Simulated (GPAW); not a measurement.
**Work function of a 8-layer slab of Na(100) at several levels**

How far do functional and basis move the work function of a 8-layer slab of Na(100)?

Calculated with GPAW 26.7.0; GPAW, PAW setups; slab in vacuum, relaxation, in the first sound run; inputs show where later runs differ.

**1. The structure**

The cell holds 8 atoms: 8 Na. Cell: a = 4.230 Å, b = 4.230 Å, c = 30.805 Å, α = 90.0°, β = 90.0°, γ = 90.0°. Vacuum lies along c.

**2. Relaxing the atoms**

Forces are removed first; all later runs use this geometry. The lowest 4 atoms are held at bulk positions and keep their forces.

run.py

```python
import json
import numpy as np
from ase import Atoms
from ase.constraints import FixAtoms
from ase.optimize import BFGS
from gpaw import GPAW, PW

slab = Atoms(
    ['Na', 'Na', 'Na', 'Na', 'Na', 'Na', 'Na', 'Na'],
    positions=[
        [2.11500, 2.11500, 8.00000],
        [0.00000, 0.00000, 10.11500],
        [2.11500, 2.11500, 12.23000],
        [0.00000, 0.00000, 14.34500],
        [2.11500, 2.11500, 16.46000],
        [0.00000, 0.00000, 18.57500],
        [2.11500, 2.11500, 20.69000],
        [0.00000, 0.00000, 22.80500]],
    cell=[[4.23, 0.0, 0.0], [0.0, 4.23, 0.0], [0.0, 0.0, 30.805]],
    pbc=[True, True, False])

slab.calc = GPAW(mode=PW(400), xc='PBE', kpts={'size': (8, 8, 1), 'gamma': True},
                 occupations={'name': 'fermi-dirac', 'width': 0.1}, nbands='160%',
                 convergence={'density': 1e-05}, maxiter=200,
                 poissonsolver={'dipolelayer': 'xy'},
                 symmetry={'tolerance': 1e-3, 'extra_ids': [1, 1, 1, 1, 0, 0, 0, 0]}, txt='slab.txt')
result = {}
slab.set_constraint(FixAtoms([0, 1, 2, 3]))
path = []
opt = BFGS(slab, maxstep=0.2)
opt.attach(lambda: path.append((slab.get_potential_energy(), slab.positions.tolist(), slab.get_forces().tolist())))
result['relaxed'] = bool(opt.run(fmax=0.03, steps=40))
result['path'] = path
energy = slab.get_potential_energy()
fermi = slab.calc.get_fermi_level()
v = slab.calc.get_electrostatic_potential().mean((0, 1)) - fermi
n = slab.calc.get_pseudo_density().mean((0, 1))
L = slab.cell[2, 2]
z = np.arange(len(v)) * L / len(v)
low, high = slab.positions[:, 2].min(), slab.positions[:, 2].max()
below, above = np.interp([low - 5.8, high + 5.8], z, v)
slopes = [np.interp(x, z, np.gradient(v, z)) for x in (low - 5.8, high + 5.8)]
eps = np.array([[slab.calc.get_eigenvalues(k, s) for k in range(len(slab.calc.get_ibz_k_points()))]
                for s in range(slab.calc.get_number_of_spins())]) - fermi
top, bottom = eps[eps < 0].max(), eps[eps > 0].min()
dipole = slab.get_dipole_moment()[2]
print(f'energy {energy:.4f} eV, Fermi level {fermi:.4f} eV, dipole {dipole:.5f} e A')
print(f'potential 5.8 A off the faces, from the Fermi level: lower {below:.4f} eV, upper {above:.4f} eV')
print(f'slope of the potential there: lower {slopes[0]:.5f}, upper {slopes[1]:.5f} eV/A')
print(f'nearest levels on the mesh: {top:.4f} and {bottom:.4f} eV')
print('magnetic moment', round(slab.get_magnetic_moment(), 3))
result.update(energy=energy, fermi=fermi, dipole=dipole, below=below, above=above, slopes=slopes, edges=[top, bottom],
              z=z.tolist(), v=v.tolist(), n=n.tolist(), positions=slab.positions.tolist(),
              forces=slab.get_forces(apply_constraint=False).tolist(), moments=slab.get_magnetic_moments().tolist())
json.dump(result, open('result.json', 'w'))
```

On the command line:

```sh
> OMP_NUM_THREADS=1 OPENBLAS_NUM_THREADS=1 python run.py
```

What it wrote:

```text
Step          Energy          fmax
BFGS:    0      -10.157475        0.010677
energy -10.0943 eV, Fermi level -1.0157 eV, dipole -0.00025 e A
potential 5.8 A off the faces, from the Fermi level: lower 2.6497 eV, upper 2.6498 eV
slope of the potential there: lower -0.00055, upper 0.00055 eV/A
nearest levels on the mesh: -0.0863 and 0.0405 eV
magnetic moment 0.0
```

The job ended after 1.8 min (1 thread of Arm Neoverse V2, shared host; peak memory 0.38 GiB).

This step gave:

- dipole along the normal: -2.53e-4 e·Å
- levels nearest the Fermi level on the mesh: -0.08631, 0.04049 eV from the Fermi level
- upper work function: 2.650 eV
- lower work function: 2.650 eV

The electrostatic potential energy of an electron (without an applied field's), less the Fermi level, planar mean oscillates, so the rows of the table below give means over windows of 2.14 Å about each position, cut where the curve ends. Its maxima inside the range that stand out by 2 % of the span (Å: eV): 9.1: 0.856, 11.1: 0.817, 13.3: 0.810, 15.4: 0.827, 17.5: 0.810, 19.7: 0.817, 21.7: 0.856. Its minima: 8.0: -1.75, 10.2: -1.60, 12.2: -1.61, 14.3: -1.65, 16.5: -1.65, 18.6: -1.61, 20.6: -1.60, 22.8: -1.75.

Table of electrostatic potential energy of an electron (without an applied field's), less the Fermi level, planar mean by z; means over each step:

| z (Å) | electrostatic potential energy of an electron (without an applied field's), less the Fermi level, planar mean (eV) |
| --- | --- |
| 1.07 | 2.65 |
| 3.21 | 2.65 |
| 5.35 | 2.50 |
| 7.49 | 0.0922 |
| 9.63 | -0.219 |
| 11.77 | -0.233 |
| 13.91 | -0.254 |
| 16.05 | -0.248 |
| 18.19 | -0.236 |
| 20.33 | -0.221 |
| 22.47 | -0.264 |
| 24.61 | 2.07 |
| 26.75 | 2.63 |
| 28.89 | 2.65 |

The pseudo valence density, planar mean oscillates, so the rows of the table below give means over windows of 2.14 Å about each position, cut where the curve ends. Its maxima inside the range that stand out by 2 % of the span (Å: e/Å³): 7.9: 0.467, 10.1: 0.482, 12.2: 0.490, 14.3: 0.493, 16.5: 0.493, 18.6: 0.490, 20.8: 0.482, 22.9: 0.467. Its minima: 9.0: 0.0362, 11.1: 0.0342, 13.3: 0.0341, 15.4: 0.0345, 17.5: 0.0341, 19.7: 0.0342, 21.8: 0.0362.

The pseudo valence density, planar mean by z; means over each step:

| z (Å) | pseudo valence density, planar mean (e/Å³) |
| --- | --- |
| 1.07 | 1.3e-6 |
| 3.21 | 6.2e-5 |
| 5.35 | 0.00219 |
| 7.49 | 0.168 |
| 9.63 | 0.184 |
| 11.77 | 0.184 |
| 13.91 | 0.184 |
| 16.05 | 0.184 |
| 18.19 | 0.184 |
| 20.33 | 0.184 |
| 22.47 | 0.181 |
| 24.61 | 0.00843 |
| 26.75 | 2.7e-4 |
| 28.89 | 5.9e-6 |

The starting forces already met the threshold, so no step was taken. The largest force left on a free atom is 0.011 eV/Å.

**3. Plane waves, PBE**

With the geometry fixed, the planar mean of the potential gives the vacuum level on each side.

This step: GPAW, PAW setups; slab in vacuum (GPAW 26.7.0).

Changes to run.py since step 2:

```diff
@@ -3,4 +3,2 @@
 from ase import Atoms
-from ase.constraints import FixAtoms
-from ase.optimize import BFGS
 from gpaw import GPAW, PW
@@ -25,10 +23,4 @@
                  poissonsolver={'dipolelayer': 'xy'},
-                 symmetry={'tolerance': 1e-3, 'extra_ids': [1, 1, 1, 1, 0, 0, 0, 0]}, txt='slab.txt')
+                 symmetry={'tolerance': 1e-3}, txt='slab.txt')
 result = {}
-slab.set_constraint(FixAtoms([0, 1, 2, 3]))
-path = []
-opt = BFGS(slab, maxstep=0.2)
-opt.attach(lambda: path.append((slab.get_potential_energy(), slab.positions.tolist(), slab.get_forces().tolist())))
-result['relaxed'] = bool(opt.run(fmax=0.03, steps=40))
-result['path'] = path
 energy = slab.get_potential_energy()
```

What it wrote:

```text
energy -10.0943 eV, Fermi level -1.0157 eV, dipole -0.00025 e A
potential 5.8 A off the faces, from the Fermi level: lower 2.6497 eV, upper 2.6498 eV
slope of the potential there: lower -0.00055, upper 0.00055 eV/A
nearest levels on the mesh: -0.0863 and 0.0405 eV
magnetic moment 0.0
```

It took 1.8 min on 1 thread; peak memory 0.38 GiB.

The electrostatic potential energy of an electron (without an applied field's), less the Fermi level, planar mean oscillates, so the rows of the table below give means over windows of 2.14 Å about each position, cut where the curve ends. Its maxima inside the range that stand out by 2 % of the span (Å: eV): 9.1: 0.856, 11.1: 0.817, 13.3: 0.810, 15.4: 0.827, 17.5: 0.810, 19.7: 0.817, 21.7: 0.856. Its minima: 8.0: -1.75, 10.2: -1.60, 12.2: -1.61, 14.3: -1.65, 16.5: -1.65, 18.6: -1.61, 20.6: -1.60, 22.8: -1.75.

The electrostatic potential energy of an electron (without an applied field's), less the Fermi level, planar mean by z; means over each step:

(Unchanged from step 2.)

The pseudo valence density, planar mean oscillates, so the rows of the table below give means over windows of 2.14 Å about each position, cut where the curve ends. Its maxima inside the range that stand out by 2 % of the span (Å: e/Å³): 7.9: 0.467, 10.1: 0.482, 12.2: 0.490, 14.3: 0.493, 16.5: 0.493, 18.6: 0.490, 20.8: 0.482, 22.9: 0.467. Its minima: 9.0: 0.0362, 11.1: 0.0342, 13.3: 0.0341, 15.4: 0.0345, 17.5: 0.0341, 19.7: 0.0342, 21.8: 0.0362.

Pseudo valence density, planar mean against z; means over each step:

(Unchanged from step 2.)

The potential is flat to 5.5e-4 eV/Å where it is read, so the vacuum is wide enough.

**4. Self-consistent run: xc = "vdW-DF2"**

The same geometry under vdW-DF2, to see how far the functional moves the levels against the vacuum (the van der Waals functionals take revPBE setups).

Changes to run.py since step 3:

```diff
@@ -19,3 +19,3 @@
 
-slab.calc = GPAW(mode=PW(400), xc='PBE', kpts={'size': (8, 8, 1), 'gamma': True},
+slab.calc = GPAW(mode=PW(400), xc='vdW-DF2', kpts={'size': (8, 8, 1), 'gamma': True},
                  occupations={'name': 'fermi-dirac', 'width': 0.1}, nbands='160%',
```

What it wrote:

```text
energy -156.3306 eV, Fermi level -1.1770 eV, dipole -0.00029 e A
potential 5.8 A off the faces, from the Fermi level: lower 2.9027 eV, upper 2.9031 eV
slope of the potential there: lower -0.00095, upper 0.00095 eV/A
nearest levels on the mesh: -0.0845 and 0.0444 eV
magnetic moment 0.0
```

The job ended after 2 min (1 thread; peak memory 0.66 GiB).

This step gave:

```
dipole along the normal                    : -2.90e-4 e·Å
levels nearest the Fermi level on the mesh : -0.08453, 0.04436 eV from the Fermi level
upper work function                        : 2.903 eV
lower work function                        : 2.903 eV
```

The electrostatic potential energy of an electron (without an applied field's), less the Fermi level, planar mean oscillates, so the rows of the table below give means over windows of 2.14 Å about each position, cut where the curve ends. Its maxima inside the range that stand out by 2 % of the span (Å: eV): 9.1: 0.952, 11.2: 0.897, 13.3: 0.902, 15.4: 0.918, 17.5: 0.902, 19.6: 0.897, 21.7: 0.953. Its minima: 8.0: -1.60, 10.2: -1.53, 12.2: -1.51, 14.3: -1.56, 16.5: -1.56, 18.6: -1.51, 20.6: -1.53, 22.8: -1.60.

Table of electrostatic potential energy of an electron (without an applied field's), less the Fermi level, planar mean by z; means over each step:

| z (Å) | electrostatic potential energy of an electron (without an applied field's), less the Fermi level, planar mean (eV) |
| --- | --- |
| 1.07 | 2.90 |
| 3.21 | 2.90 |
| 5.35 | 2.72 |
| 7.49 | 0.245 |
| 9.63 | -0.135 |
| 11.77 | -0.144 |
| 13.91 | -0.162 |
| 16.05 | -0.156 |
| 18.19 | -0.142 |
| 20.33 | -0.146 |
| 22.47 | -0.135 |
| 24.61 | 2.26 |
| 26.75 | 2.88 |
| 28.89 | 2.90 |

The pseudo valence density, planar mean oscillates, so the rows of the table below give means over windows of 2.14 Å about each position, cut where the curve ends. Its maxima inside the range that stand out by 2 % of the span (Å: e/Å³): 7.9: 0.468, 10.1: 0.482, 12.2: 0.490, 14.3: 0.493, 16.5: 0.493, 18.6: 0.490, 20.8: 0.482, 22.9: 0.468. Its minima: 9.0: 0.0361, 11.1: 0.0342, 13.3: 0.0341, 15.4: 0.0345, 17.5: 0.0341, 19.7: 0.0342, 21.8: 0.0361.

Pseudo valence density, planar mean against z; means over each step:

| z (Å) | pseudo valence density, planar mean (e/Å³) |
| --- | --- |
| 1.07 | 2.2e-6 |
| 3.21 | 8.8e-5 |
| 5.35 | 0.00227 |
| 7.49 | 0.168 |
| 9.63 | 0.184 |
| 11.77 | 0.184 |
| 13.91 | 0.184 |
| 16.05 | 0.184 |
| 18.19 | 0.184 |
| 20.33 | 0.183 |
| 22.47 | 0.181 |
| 24.61 | 0.00841 |
| 26.75 | 3.4e-4 |
| 28.89 | 9.4e-6 |

The upper face's work function is 2.903 eV, against 2.650 eV in the first plane-wave PBE run at this geometry.

**5. OptPBE vdW: xc = "optPBE-vdW"**

The same geometry under optPBE-vdW, to see how far the functional moves the levels against the vacuum (the van der Waals functionals take revPBE setups).

Changes to run.py since step 4:

```diff
@@ -19,3 +19,3 @@
 
-slab.calc = GPAW(mode=PW(400), xc='vdW-DF2', kpts={'size': (8, 8, 1), 'gamma': True},
+slab.calc = GPAW(mode=PW(400), xc='optPBE-vdW', kpts={'size': (8, 8, 1), 'gamma': True},
                  occupations={'name': 'fermi-dirac', 'width': 0.1}, nbands='160%',
```

What it wrote:

```text
energy -49.0853 eV, Fermi level -1.0636 eV, dipole -0.00026 e A
potential 5.8 A off the faces, from the Fermi level: lower 2.7818 eV, upper 2.7819 eV
slope of the potential there: lower -0.00142, upper 0.00142 eV/A
nearest levels on the mesh: -0.0829 and 0.0440 eV
magnetic moment 0.0
```

Run time: 2.1 min. Hardware: 1 thread; peak memory 0.66 GiB.

This step gave:

| Item | Value |
| --- | --- |
| dipole along the normal | -2.55e-4 e·Å |
| levels nearest the Fermi level on the mesh | -0.08293, 0.04403 eV from the Fermi level |
| upper work function | 2.782 eV |
| lower work function | 2.782 eV |

The upper face's work function is 2.782 eV, against 2.650 eV in the first plane-wave PBE run at this geometry.

**6. Self-consistent run: xc = "LDA"**

The same geometry under LDA, to see how far the functional moves the levels against the vacuum.

Changes to run.py since step 5:

```diff
@@ -19,3 +19,3 @@
 
-slab.calc = GPAW(mode=PW(400), xc='optPBE-vdW', kpts={'size': (8, 8, 1), 'gamma': True},
+slab.calc = GPAW(mode=PW(400), xc='LDA', kpts={'size': (8, 8, 1), 'gamma': True},
                  occupations={'name': 'fermi-dirac', 'width': 0.1}, nbands='160%',
```

What it wrote:

```text
energy -11.1008 eV, Fermi level -1.1607 eV, dipole -0.00026 e A
potential 5.8 A off the faces, from the Fermi level: lower 2.7643 eV, upper 2.7644 eV
slope of the potential there: lower -0.00049, upper 0.00049 eV/A
nearest levels on the mesh: -0.0881 and 0.0388 eV
magnetic moment 0.0
```

The job ended after 98 s (1 thread; peak memory 0.38 GiB).

Numbers from this step:

| Item | Value |
| --- | --- |
| dipole along the normal | -2.59e-4 e·Å |
| levels nearest the Fermi level on the mesh | -0.08810, 0.03880 eV from the Fermi level |
| upper work function | 2.764 eV |
| lower work function | 2.764 eV |

The upper face's work function is 2.764 eV, against 2.650 eV in the first plane-wave PBE run at this geometry.

**7. Self-consistent run: xc = "RPBE"**

The same geometry under RPBE, to see how far the functional moves the levels against the vacuum.

Changes to run.py since step 6:

```diff
@@ -19,3 +19,3 @@
 
-slab.calc = GPAW(mode=PW(400), xc='LDA', kpts={'size': (8, 8, 1), 'gamma': True},
+slab.calc = GPAW(mode=PW(400), xc='RPBE', kpts={'size': (8, 8, 1), 'gamma': True},
                  occupations={'name': 'fermi-dirac', 'width': 0.1}, nbands='160%',
```

What it wrote:

```text
energy -9.2330 eV, Fermi level -0.9257 eV, dipole -0.00024 e A
potential 5.8 A off the faces, from the Fermi level: lower 2.5820 eV, upper 2.5820 eV
slope of the potential there: lower -0.00065, upper 0.00065 eV/A
nearest levels on the mesh: -0.0851 and 0.0416 eV
magnetic moment 0.0
```

It took 1.9 min on 1 thread; peak memory 0.38 GiB.

This step gave:

| Property | Result |
| --- | --- |
| dipole along the normal | -2.43e-4 e·Å |
| levels nearest the Fermi level on the mesh | -0.08506, 0.04162 eV from the Fermi level |
| upper work function | 2.582 eV |
| lower work function | 2.582 eV |

The electrostatic potential energy of an electron (without an applied field's), less the Fermi level, planar mean oscillates, so the rows of the table below give means over windows of 2.14 Å about each position, cut where the curve ends. Its maxima inside the range that stand out by 2 % of the span (Å: eV): 9.1: 0.740, 11.1: 0.701, 13.3: 0.693, 15.4: 0.711, 17.5: 0.693, 19.7: 0.701, 21.7: 0.740. Its minima: 8.0: -1.84, 10.2: -1.70, 12.2: -1.72, 14.3: -1.76, 16.5: -1.76, 18.6: -1.72, 20.6: -1.70, 22.8: -1.84.

Table of electrostatic potential energy of an electron (without an applied field's), less the Fermi level, planar mean by z; means over each step:

| z (Å) | electrostatic potential energy of an electron (without an applied field's), less the Fermi level, planar mean (eV) |
| --- | --- |
| 1.07 | 2.58 |
| 3.21 | 2.58 |
| 5.35 | 2.43 |
| 7.49 | 0.00873 |
| 9.63 | -0.329 |
| 11.77 | -0.344 |
| 13.91 | -0.365 |
| 16.05 | -0.359 |
| 18.19 | -0.347 |
| 20.33 | -0.332 |
| 22.47 | -0.362 |
| 24.61 | 2.00 |
| 26.75 | 2.57 |
| 28.89 | 2.58 |

The upper face's work function is 2.582 eV, against 2.650 eV in the first plane-wave PBE run at this geometry.

**8. Self-consistent run: xc = "revPBE"**

The same geometry under revPBE, to see how far the functional moves the levels against the vacuum.

Changes to run.py since step 7:

```diff
@@ -19,3 +19,3 @@
 
-slab.calc = GPAW(mode=PW(400), xc='RPBE', kpts={'size': (8, 8, 1), 'gamma': True},
+slab.calc = GPAW(mode=PW(400), xc='revPBE', kpts={'size': (8, 8, 1), 'gamma': True},
                  occupations={'name': 'fermi-dirac', 'width': 0.1}, nbands='160%',
```

What it wrote:

```text
energy -9.2885 eV, Fermi level -0.9245 eV, dipole -0.00024 e A
potential 5.8 A off the faces, from the Fermi level: lower 2.5717 eV, upper 2.5717 eV
slope of the potential there: lower -0.00063, upper 0.00063 eV/A
nearest levels on the mesh: -0.0853 and 0.0413 eV
magnetic moment 0.0
```

Run time: 1.9 min. Hardware: 1 thread; peak memory 0.38 GiB.

Numbers from this step:

```yaml
levels_nearest_the_fermi_level_on_the_mesh: -0.08533, 0.04131 eV from the Fermi level
upper_work_function: 2.572 eV
lower_work_function: 2.572 eV
```

The upper face's work function is 2.572 eV, against 2.650 eV in the first plane-wave PBE run at this geometry.

[end of part 1 of 2]

[Logs are printed without paths, hosts, clocks, repeated set-up lines and the standing remarks that a program may print on its own settings, such as how far it seeks lower states.]

[Hosts, paths, dates, database ids (printed as entryN), source tags and the programs' standing remarks are cut or masked in the printed files.]
